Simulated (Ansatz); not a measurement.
# The potential step between two gates: 1T-SnS2 under 1T-CoBrI, AA'

Two oppositely charged gates put a neutral stack in a displacement field D. The voltage between them is D/ε₀ times an electrical distance, shorter than the real one because the stack screens.

**Method.** Ansatz 0.2.0, plane waves with PAW datasets (its set soft_2), PBEsol-D3(BJ); isolated slab, charged sheets 4 Å from the outer atoms behind model barriers, atoms held. Voltages count from the uncharged case.

| run | D/ε₀ (V/nm) | step in an electron's potential, upper less lower gate (eV) |
| --- | --- | --- |
| run 1 | −1.810 | −1.164 |
| run 2 | 0.000 | 0.000 |
| run 3 | 0.905 | 0.579 |
| run 4 | 1.810 | 1.156 |
| run 5 | 2.714 | 1.732 |
| run 6 | 3.619 | ? |

**Question.** What value belongs in the row marked “?”, and how far can the other rows tell?

A least-squares line through the 5 rows shown has slope 0.6401 and intercept −0.0027; no row lies more than 0.003 eV off it. The size of the slope, 0.640 nm, is the electrical distance; the sheets are 1.662 nm apart, and screening reaches beyond the outer atoms. At 3.619 it gives 0.6401 × 3.619 + (−0.0027) = 2.314 eV, beyond the rows fitted. Rounding and scatter of the rows alone allow about ±0.003 eV there.

The run itself gives 2.306 eV: a miss of −0.008 eV, or 0.3 % of the value. Screening stays linear to within 1 % over this range.

**Limits.** The gates are model sheets, not atoms. Spin-orbit coupling is left out, which changes the bands of elements this heavy.
